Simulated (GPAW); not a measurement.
# H/Cu(100): work function by functional and basis

Aim: the work function of both faces of H/Cu(100), and its spread over functionals and bases.

Main program and level: GPAW 26.7.0; GPAW, PAW setups; slab in vacuum, relaxation, in the first sound run; inputs show where later runs differ.

## 1. Set-up

The cell holds 5 atoms: 4 Cu and 1 H. Cell: a = 2.553 Å, b = 2.553 Å, c = 19.915 Å, α = 90.0°, β = 90.0°, γ = 90.0°. Vacuum lies along c.

Coordinates:

```
Cu H
1.0
     2.55266    0.00000    0.00000
     0.00000    2.55266    0.00000
     0.00000    0.00000   19.91500
Cu H
4 1
Cartesian
  1.2763 1.2763 7.0000
  0.0000 0.0000 8.8050
  1.2763 1.2763 10.6100
  0.0000 0.0000 12.4150
  1.2763 1.2763 12.9150
```

## 2. Relaxing the atoms

Forces are removed first; all later runs use this geometry. The lowest 2 atoms are held at bulk positions and keep their forces.

Input file run.py:

```python
import json
import numpy as np
from ase import Atoms
from ase.constraints import FixAtoms
from ase.optimize import BFGS
from gpaw import GPAW, PW

slab = Atoms(
    ['Cu', 'Cu', 'Cu', 'Cu', 'H'],
    positions=[
        [1.27633, 1.27633, 7.00000],
        [0.00000, 0.00000, 8.80500],
        [1.27633, 1.27633, 10.61000],
        [0.00000, 0.00000, 12.41500],
        [1.27633, 1.27633, 12.91500]],
    cell=[[2.55266, 0.0, 0.0], [0.0, 2.55266, 0.0], [0.0, 0.0, 19.915]],
    pbc=[True, True, False])

slab.calc = GPAW(mode=PW(500), xc='PBE', kpts={'size': (12, 12, 1), 'gamma': True},
                 occupations={'name': 'fermi-dirac', 'width': 0.1}, nbands='160%',
                 convergence={'density': 1e-05}, maxiter=200,
                 poissonsolver={'dipolelayer': 'xy'},
                 symmetry={'tolerance': 1e-3, 'extra_ids': [1, 1, 0, 0, 0]}, txt='slab.txt')
result = {}
slab.set_constraint(FixAtoms([0, 1]))
path = []
opt = BFGS(slab, maxstep=0.2)
opt.attach(lambda: path.append((slab.get_potential_energy(), slab.positions.tolist(), slab.get_forces().tolist())))
result['relaxed'] = bool(opt.run(fmax=0.03, steps=40))
result['path'] = path
energy = slab.get_potential_energy()
fermi = slab.calc.get_fermi_level()
v = slab.calc.get_electrostatic_potential().mean((0, 1)) - fermi
n = slab.calc.get_pseudo_density().mean((0, 1))
L = slab.cell[2, 2]
z = np.arange(len(v)) * L / len(v)
low, high = slab.positions[:, 2].min(), slab.positions[:, 2].max()
below, above = np.interp([low - 4.8, high + 4.8], z, v)
slopes = [np.interp(x, z, np.gradient(v, z)) for x in (low - 4.8, high + 4.8)]
eps = np.array([[slab.calc.get_eigenvalues(k, s) for k in range(len(slab.calc.get_ibz_k_points()))]
                for s in range(slab.calc.get_number_of_spins())]) - fermi
top, bottom = eps[eps < 0].max(), eps[eps > 0].min()
dipole = slab.get_dipole_moment()[2]
print(f'energy {energy:.4f} eV, Fermi level {fermi:.4f} eV, dipole {dipole:.5f} e A')
print(f'potential 4.8 A off the faces, from the Fermi level: lower {below:.4f} eV, upper {above:.4f} eV')
print(f'slope of the potential there: lower {slopes[0]:.5f}, upper {slopes[1]:.5f} eV/A')
print(f'nearest levels on the mesh: {top:.4f} and {bottom:.4f} eV')
print('magnetic moment', round(slab.get_magnetic_moment(), 3))
result.update(energy=energy, fermi=fermi, dipole=dipole, below=below, above=above, slopes=slopes, edges=[top, bottom],
              z=z.tolist(), v=v.tolist(), n=n.tolist(), positions=slab.positions.tolist(),
              forces=slab.get_forces(apply_constraint=False).tolist(), moments=slab.get_magnetic_moments().tolist())
json.dump(result, open('result.json', 'w'))
```

The run is started by

```console
$ OMP_NUM_THREADS=1 OPENBLAS_NUM_THREADS=1 python run.py
```

Log:

```text
Step          Energy          fmax
BFGS:    0      -16.894717        0.554295
BFGS:    1      -16.901294        0.492812
BFGS:    2      -16.922654        0.152440
BFGS:    3      -16.923581        0.139018
BFGS:    4      -16.924885        0.179991
BFGS:    5      -16.927410        0.204988
BFGS:    6      -16.930957        0.173014
BFGS:    7      -16.934073        0.141185
BFGS:    8      -16.935768        0.138264
BFGS:    9      -16.936557        0.127463
BFGS:   10      -16.937163        0.114610
BFGS:   11      -16.938455        0.121044
BFGS:   12      -16.940410        0.112842
BFGS:   13      -16.942081        0.063049
BFGS:   14      -16.942696        0.022738
energy -16.9254 eV, Fermi level 0.3566 eV, dipole 0.00653 e A
potential 4.8 A off the faces, from the Fermi level: lower 4.5483 eV, upper 4.3704 eV
slope of the potential there: lower -0.00039, upper 0.00033 eV/A
nearest levels on the mesh: -0.0104 and 0.0044 eV
magnetic moment 0.0
```

Run time: 16 min. Hardware: 1 thread of Arm Neoverse V1, shared host; peak memory 0.23 GiB.

Step by step:

```
step  energy less that of the first step (eV)  largest force (eV/Å)
   1                                   0.0000                0.5543
   2                                  -0.0066                0.4928
   3                                  -0.0280                0.1524
   4                                  -0.0289                0.1390
   5                                  -0.0302                0.1800
   6                                  -0.0328                0.2050
   7                                  -0.0364                0.1730
   8                                  -0.0396                0.1412
   9                                  -0.0413                0.1383
  10                                  -0.0421                0.1275
  11                                  -0.0427                0.1146
  12                                  -0.0441                0.1210
  13                                  -0.0461                0.1128
  14                                  -0.0479                0.0630
  15                                  -0.0485                0.0227
```

The atoms that moved most (Å):

```csv
atom,dx,dy,dz,length
Cu4,0.000,0.000,0.201,0.201
H5,0.000,0.000,0.182,0.182
Cu3,0.000,0.000,0.028,0.028
```

The relaxed structure:

```
Cu H
1.0
     2.55266    0.00000    0.00000
     0.00000    2.55266    0.00000
     0.00000    0.00000   19.91500
Cu H
4 1
Direct
  0.50000 0.50000 0.35149
  0.00000 0.00000 0.44213
  0.50000 0.50000 0.53418
  0.00000 0.00000 0.63350
  0.50000 0.50000 0.65765
```

Numbers from this step:

```
dipole along the normal                    : 0.006526 e·Å
levels nearest the Fermi level on the mesh : -0.01037, 0.004401 eV from the Fermi level
upper work function                        : 4.370 eV
lower work function                        : 4.548 eV
```

The electrostatic potential energy of an electron (without an applied field's), less the Fermi level, planar mean by z:

```
z (Å)  electrostatic potential energy of an electron (without an applied field's), less the Fermi level, planar mean (eV)
  0.0                                                                                                                4.46
  0.5                                                                                                                4.55
  1.0                                                                                                                4.55
  1.5                                                                                                                4.55
  2.0                                                                                                                4.55
  2.5                                                                                                                4.55
  3.0                                                                                                                4.55
  3.5                                                                                                                4.54
  4.0                                                                                                                4.53
  4.5                                                                                                                4.49
  5.0                                                                                                                4.33
  5.5                                                                                                                3.77
  6.0                                                                                                                1.73
  6.5                                                                                                               -5.63
  7.0                                                                                                               -15.8
  7.5                                                                                                               -5.96
  8.0                                                                                                               -1.91
  8.5                                                                                                               -11.2
  9.0                                                                                                               -13.8
  9.5                                                                                                               -2.72
 10.0                                                                                                               -3.47
 10.5                                                                                                               -14.7
 11.0                                                                                                               -9.49
 11.5                                                                                                              -0.951
 12.0                                                                                                               -4.05
 12.5                                                                                                               -16.3
 13.0                                                                                                               -12.6
 13.5                                                                                                              -0.977
 14.0                                                                                                                3.06
 14.5                                                                                                                4.04
 15.0                                                                                                                4.29
 15.5                                                                                                                4.35
 16.0                                                                                                                4.36
 16.5                                                                                                                4.37
 17.0                                                                                                                4.37
 17.5                                                                                                                4.37
 18.0                                                                                                                4.37
 18.5                                                                                                                4.37
 19.0                                                                                                                4.37
 19.5                                                                                                                4.38
```

The pseudo valence density, planar mean oscillates, so the rows of the table below give means over windows of 1.9 Å about each position, cut where the curve ends. Its maxima inside the range that stand out by 2 % of the span (Å: e/Å³): 7.0: 2.11, 8.7: 2.02, 10.6: 2.12, 12.7: 2.06. Its minima: 8.0: 0.307, 9.7: 0.296, 11.6: 0.241.

Pseudo valence density, planar mean against z; means over each step:

| z (Å) | pseudo valence density, planar mean (e/Å³) |
| --- | --- |
| 2.85 | 7.7e-5 |
| 4.75 | 0.00982 |
| 6.65 | 0.823 |
| 8.55 | 0.906 |
| 10.45 | 0.896 |
| 12.35 | 0.921 |
| 14.25 | 0.0783 |
| 16.15 | 3.9e-4 |
| 18.05 | 2.7e-6 |

The relaxation lowered the energy of the cell by 0.0485 eV (energies extrapolated to zero smearing; the optimiser's log prints free energies). The largest force left on a free atom is 0.023 eV/Å.

## 3. Plane waves, PBE

With the geometry fixed, the planar mean of the potential gives the vacuum level on each side.

This step: GPAW, PAW setups; slab in vacuum (GPAW 26.7.0).

Edit run.py of step 2 so:

```diff
@@ -3,4 +3,2 @@
 from ase import Atoms
-from ase.constraints import FixAtoms
-from ase.optimize import BFGS
 from gpaw import GPAW, PW
@@ -12,5 +10,5 @@
         [0.00000, 0.00000, 8.80500],
-        [1.27633, 1.27633, 10.61000],
-        [0.00000, 0.00000, 12.41500],
-        [1.27633, 1.27633, 12.91500]],
+        [1.27633, 1.27633, 10.63826],
+        [-0.00000, 0.00000, 12.61620],
+        [1.27633, 1.27633, 13.09717]],
     cell=[[2.55266, 0.0, 0.0], [0.0, 2.55266, 0.0], [0.0, 0.0, 19.915]],
@@ -22,10 +20,4 @@
                  poissonsolver={'dipolelayer': 'xy'},
-                 symmetry={'tolerance': 1e-3, 'extra_ids': [1, 1, 0, 0, 0]}, txt='slab.txt')
+                 symmetry={'tolerance': 1e-3}, txt='slab.txt')
 result = {}
-slab.set_constraint(FixAtoms([0, 1]))
-path = []
-opt = BFGS(slab, maxstep=0.2)
-opt.attach(lambda: path.append((slab.get_potential_energy(), slab.positions.tolist(), slab.get_forces().tolist())))
-result['relaxed'] = bool(opt.run(fmax=0.03, steps=40))
-result['path'] = path
 energy = slab.get_potential_energy()
```

Log:

```text
energy -16.9254 eV, Fermi level 0.3566 eV, dipole 0.00640 e A
potential 4.8 A off the faces, from the Fermi level: lower 4.5484 eV, upper 4.3705 eV
slope of the potential there: lower -0.00041, upper 0.00030 eV/A
nearest levels on the mesh: -0.0104 and 0.0044 eV
magnetic moment 0.0
```

Elapsed: 2.2 min, on 1 thread; peak memory 0.23 GiB.

Numbers from this step:

| Item | Value |
| --- | --- |
| dipole along the normal | 0.006404 e·Å |
| levels nearest the Fermi level on the mesh | -0.01043, 0.004418 eV from the Fermi level |

The electrostatic potential energy of an electron (without an applied field's), less the Fermi level, planar mean by z:

z (Å), electrostatic potential energy of an electron (without an applied field's), less the Fermi level, planar mean (eV) and a bar from the least value:
```
      0.0        4.5 ##############################
      0.5        4.5 ##############################
      1.0        4.5 ##############################
      1.5        4.5 ##############################
      2.0        4.5 ##############################
      2.5        4.5 ##############################
      3.0        4.5 ##############################
      3.5        4.5 ##############################
      4.0        4.5 ##############################
      4.5        4.5 ##############################
      5.0        4.3 ##############################
      5.5        3.8 #############################
      6.0        1.7 ##########################
      6.5       -5.6 ###############
      7.0      -15.8 #
      7.5       -6.0 ###############
      8.0       -1.9 #####################
      8.5      -11.2 #######
      9.0      -13.8 ####
      9.5       -2.7 ####################
     10.0       -3.5 ##################
     10.5      -14.7 ##
     11.0       -9.5 ##########
     11.5       -1.0 ######################
     12.0       -4.0 ##################
     12.5      -16.3 
     13.0      -12.6 #####
     13.5       -1.0 ######################
     14.0        3.1 ############################
     14.5        4.0 #############################
     15.0        4.3 ##############################
     15.5        4.3 ##############################
     16.0        4.4 ##############################
     16.5        4.4 ##############################
     17.0        4.4 ##############################
     17.5        4.4 ##############################
     18.0        4.4 ##############################
     18.5        4.4 ##############################
     19.0        4.4 ##############################
     19.5        4.4 ##############################
```

Pseudo valence density, planar mean against z:

| z (Å) | pseudo valence density, planar mean (e/Å³) |
| --- | --- |
| 3.5 | 1.8e-4 |
| 4.0 | 6.2e-4 |
| 4.5 | 0.00223 |
| 5.0 | 0.00804 |
| 5.5 | 0.0280 |
| 6.0 | 0.109 |
| 6.5 | 0.552 |
| 7.0 | 2.08 |
| 7.5 | 0.617 |
| 8.0 | 0.321 |
| 8.5 | 1.17 |
| 9.0 | 1.60 |
| 9.5 | 0.355 |
| 10.0 | 0.406 |
| 10.5 | 1.77 |
| 11.0 | 0.920 |
| 11.5 | 0.262 |
| 12.0 | 0.417 |
| 12.5 | 1.94 |
| 13.0 | 1.02 |
| 13.5 | 0.237 |
| 14.0 | 0.0583 |
| 14.5 | 0.0143 |
| 15.0 | 0.00342 |
| 15.5 | 8.9e-4 |
| 16.0 | 2.3e-4 |
| 16.5 | 6.1e-5 |

The potential is flat to 4.1e-4 eV/Å where it is read, so the vacuum is wide enough.

## 4. Self-consistent run: xc = "RPBE"

The same geometry under RPBE, to see how far the functional moves the levels against the vacuum.

Edit run.py of step 3 so:

```diff
@@ -16,3 +16,3 @@
 
-slab.calc = GPAW(mode=PW(500), xc='PBE', kpts={'size': (12, 12, 1), 'gamma': True},
+slab.calc = GPAW(mode=PW(500), xc='RPBE', kpts={'size': (12, 12, 1), 'gamma': True},
                  occupations={'name': 'fermi-dirac', 'width': 0.1}, nbands='160%',
```

Log:

```text
energy -14.9761 eV, Fermi level 0.5139 eV, dipole 0.00562 e A
potential 4.8 A off the faces, from the Fermi level: lower 4.3709 eV, upper 4.2147 eV
slope of the potential there: lower -0.00045, upper 0.00032 eV/A
nearest levels on the mesh: -0.0152 and 0.0124 eV
magnetic moment 0.0
```

Run time: 1.8 min. Hardware: 1 thread; peak memory 0.23 GiB.

This step gave:

- dipole along the normal: 0.005621 e·Å
- levels nearest the Fermi level on the mesh: -0.01515, 0.01242 eV from the Fermi level
- upper work function: 4.215 eV
- lower work function: 4.371 eV

The electrostatic potential energy of an electron (without an applied field's), less the Fermi level, planar mean oscillates, so the rows of the table below give means over windows of 1 Å about each position, cut where the curve ends. Its maxima inside the range that stand out by 2 % of the span (Å: eV): 7.9: -1.74, 9.8: -1.57, 11.6: -0.832. Its minima: 7.0: -16.0, 8.8: -16.2, 10.6: -16.1, 12.6: -17.7.

The electrostatic potential energy of an electron (without an applied field's), less the Fermi level, planar mean by z; means over each step:

```csv
z (Å),"electrostatic potential energy of an electron (without an applied field's), less the Fermi level, planar mean (eV)"
0,4.34
1,4.37
2,4.37
3,4.37
4,4.35
5,4.08
6,0.675
7,-11.8
8,-4.38
9,-11.3
10,-5.62
11,-9.29
12,-5.98
13,-11.3
14,2.42
15,4.10
16,4.21
17,4.21
18,4.21
19,4.22
```

Pseudo valence density, planar mean against z:

```csv
z (Å),"pseudo valence density, planar mean (e/Å³)"
3.5,2.0e-4
4.0,6.6e-4
4.5,0.00226
5.0,0.00795
5.5,0.0278
6.0,0.109
6.5,0.551
7.0,2.08
7.5,0.617
8.0,0.320
8.5,1.17
9.0,1.60
9.5,0.354
10.0,0.405
10.5,1.77
11.0,0.920
11.5,0.261
12.0,0.415
12.5,1.94
13.0,1.02
13.5,0.237
14.0,0.0579
14.5,0.0140
15.0,0.00339
15.5,9.2e-4
16.0,2.5e-4
16.5,6.9e-5
```

Force by atom:

```
atom  x (eV/Å)  y (eV/Å)  z (eV/Å)   size
 Cu1     0.000     0.000    -0.177  0.177
 Cu2     0.000     0.000    -0.031  0.031
 Cu3     0.000     0.000     0.014  0.014
 Cu4     0.000     0.000     0.146  0.146
  H5     0.000     0.000     0.048  0.048
```

The upper face's work function is 4.215 eV, against 4.370 eV in the first plane-wave PBE run at this geometry.

## 5. Self-consistent run: xc = "vdW-DF2"

The same geometry under vdW-DF2, to see how far the functional moves the levels against the vacuum (the van der Waals functionals take revPBE setups).

Edit run.py of step 4 so:

```diff
@@ -16,3 +16,3 @@
 
-slab.calc = GPAW(mode=PW(500), xc='RPBE', kpts={'size': (12, 12, 1), 'gamma': True},
+slab.calc = GPAW(mode=PW(500), xc='vdW-DF2', kpts={'size': (12, 12, 1), 'gamma': True},
                  occupations={'name': 'fermi-dirac', 'width': 0.1}, nbands='160%',
```

Log:

```text
energy -241.1249 eV, Fermi level 0.2063 eV, dipole 0.00834 e A
potential 4.8 A off the faces, from the Fermi level: lower 4.8979 eV, upper 4.6664 eV
slope of the potential there: lower -0.00084, upper 0.00051 eV/A
nearest levels on the mesh: -0.0962 and 0.0191 eV
magnetic moment 0.0
```

Run time: 2.1 min. Hardware: 1 thread; peak memory 0.34 GiB.

Numbers from this step:

```
dipole along the normal                    : 0.008344 e·Å
levels nearest the Fermi level on the mesh : -0.09622, 0.01909 eV from the Fermi level
upper work function                        : 4.666 eV
lower work function                        : 4.898 eV
```

The upper face's work function is 4.666 eV, against 4.370 eV in the first plane-wave PBE run at this geometry.

[end of part 1 of 2]

[Logs are printed without paths, hosts, clocks, repeated set-up lines and the standing remarks that a program may print on its own settings, such as how far it seeks lower states.]

[Hosts, paths, dates, database ids (printed as entryN), source tags and the programs' standing remarks are cut or masked in the printed files.]
